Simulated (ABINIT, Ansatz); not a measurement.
**A GW run on CsPbCl3 (Pm-3m) in ABINIT, with inputs changed**

A base run on CsPbCl3 (Pm-3m), then changed inputs.

Program: ABINIT 10.8.3. Level of theory: PBE and many-body steps on it, plane waves. Results are calculated unless marked as measured.

This is a report of a sequence of runs, with most program output left out.

### Step 1. The structure

Symmetry: Pm-3m, No. 221, cubic system. Conventional cell: a = 5.605 Å, b = 5.605 Å, c = 5.605 Å, α = 90.00°, β = 90.00°, γ = 90.00°. Nearest to Cs lie 12 Cl at 3.96 Å. Nearest to Pb lie 6 Cl at 2.80 Å. Nearest to Cl lie 2 Pb at 2.80 Å and 4 Cs at 3.96 Å. Farther neighbours and most contacts between anions are not listed.

The cell and positions come from the Crystallography Open Database and are kept as given unless a step says otherwise. Spin-orbit coupling is left out unless a step names it.

### Step 2. Screening, 2×2×2 mesh, 240 bands, screening to 141.5 eV

This step: ABINIT 10.8.3; RPA screening on PBE, plane waves, norm-conserving pseudopotentials.

The RPA dielectric matrix is built and inverted for each q.

run.abi

```
acell 3*1.0 Angstrom
rprim 
  5.605000000000 0.000000000000 0.000000000000
  0.000000000000 5.605000000000 0.000000000000
  0.000000000000 0.000000000000 5.605000000000
ntypat 3
znucl 55 82 17
natom 5
typat 1 2 3 3 3
xred 
  0.000000000000 0.000000000000 0.000000000000
  0.500000000000 0.500000000000 0.500000000000
  0.500000000000 0.500000000000 0.000000000000
  0.000000000000 0.500000000000 0.500000000000
  0.500000000000 0.000000000000 0.500000000000
pp_dirpath "pseudos"
pseudos "Cs.upf, Pb.upf, Cl.upf"
ecut 32
ngkpt 2 2 2
nshiftk 1
shiftk 0 0 0
kptopt 1
chksymbreak 0
istwfk *1
occopt 1
irdwfk 1
optdriver 3
nband 240
ecuteps 5.2
inclvkb 2
awtr 1
symchi 1
indata_prefix "in"
outdata_prefix "out"
tmpdata_prefix "tmp"
```

Started as:

```bash
$ OMP_NUM_THREADS=1 mpirun -n 4 abinit run.abi > log
```

It took 1.8 min on 4 MPI ranks of Arm Neoverse V1, shared host; peak memory 2.3 GiB.

This step gave:

| Quantity | Value |
| --- | --- |
| ε∞ with local fields, on this mesh, along the program's q direction | 7.224 |
| the same without local fields | 8.220 |
| plasma frequency | 20.18 eV |
| plane waves in the screening matrix | 691 |

Local fields lower ε∞ by 12 %. On a Γ-centred mesh this coarse the value itself is usually too large, while a short band sum pulls it down.

### Step 3. Base

The self-energy is evaluated for the states that the input lists, and the levels follow from it, in one-shot runs by the linearised quasiparticle equation.

This step: G0W0 on PBE, plane waves, norm-conserving pseudopotentials.

run.abi, as its differences from that of step 2:

```diff
@@ -26,8 +26,17 @@
 irdwfk 1
-optdriver 3
+optdriver 4
 nband 240
+gwcalctyp 0
+ecutsigx 32
+symsigma 1
+nkptgw 2
+kptgw 
+  0.5000000000 0.5000000000 0.5000000000
+  0.0000000000 0.0000000000 0.0000000000
+bdgw 
+  23 29
+  24 29
 ecuteps 5.2
-inclvkb 2
-awtr 1
-symchi 1
+irdscr 1
+ppmodel 1
 indata_prefix "in"
```

It took 74 s on 4 MPI ranks; peak memory 2.2 GiB; 4.9 min of CPU time.

This step gave:

```
G0W0 gap on the points computed              : 3.212 eV
starting gap on the mesh                     : 1.932 eV
k of the valence top                         : 0.5, 0.5, 0.5
k of the conduction bottom                   : 0.5, 0.5, 0.5
Z at the valence top                         : 0.792
Z at the conduction bottom                   : 0.821
least direct G0W0 gap on the computed points : 3.212 eV
```

The gap on the mesh goes from 1.93 eV to 3.21 eV, a correction of +1.28 eV.

### Step 4. More bands than the file holds

run.abi, as its differences from that of step 3:

```diff
@@ -27,3 +27,3 @@
 optdriver 4
-nband 240
+nband 1653
 gwcalctyp 0
```

Run time: 3.3 s. Hardware: 4 MPI ranks; peak memory 0.2 GiB.

The run stopped with an error after 3.3 s.

The program's words: Number of bands stored WFK file is less than required. WFK mband: 605, self-energy nband: 1653

The fault put into this input: more bands than the file holds.

### Step 5. Side by side

Times are wall times on 4 MPI ranks of Arm Neoverse V1, shared host, good to a factor of about two. A run's time includes the screening step that it read.

```csv
run,mesh,bands,screening cutoff (eV),DFT gap (eV),gap on the mesh (eV),direct (eV),ε∞ used,time
base,2×2×2,240,141.5,1.932,3.212,3.212,7.22,3.1 min
```

### Step 6. What came out

```
base         : 3.212 eV
known limits : not at the basis limit; no spin-orbit coupling; coarse k mesh
```

Bands and cutoff are finite, so the gap is not at the basis limit. The miss can reach some tenths of an eV and take either sign; the mesh is an error of its own. In the G0W0 run levels were corrected at 2 k points alone, so a gap called «on the mesh» is the least over those, and an edge elsewhere would be missed. The 2×2×2 mesh is coarse for this cell, which bears on the long-range parts of exchange and screening. Where an edge is built on 6p states of lead, bismuth or thallium, scalar-relativistic gaps usually stand too wide, by a few tenths to over one eV. This is the ideal cubic cell; many perovskites, halides above all, are cubic only on average, and local tilts or off-centring can widen the gap. The many-body steps are scalar-relativistic: spin-orbit coupling is not in them.

[Paths, hosts, dates, memory and timing lines, banners, echoed tables and standing remarks are left out of the program output.]

[Logs are printed without paths, hosts, clocks, repeated set-up lines and the standing remarks that a program may print on its own settings, such as how far it seeks lower states.]

[Runs of the session that timed out or met a known fault of the program may be left out.]

[Hosts, paths, dates, database ids (printed as entryN), source tags and the programs' standing remarks are cut or masked in the printed files.]

[G0W0 gaps are taken among the corrected bands and points alone; a level outside them can change the order at an edge.]

[Where Ansatz stands beside ABINIT at settings called matched, ABINIT's density can come from a denser mesh and the files from another edition; pairs whose starting gaps differed by over 0.03 eV were left out, so agreement reads better than it is.]
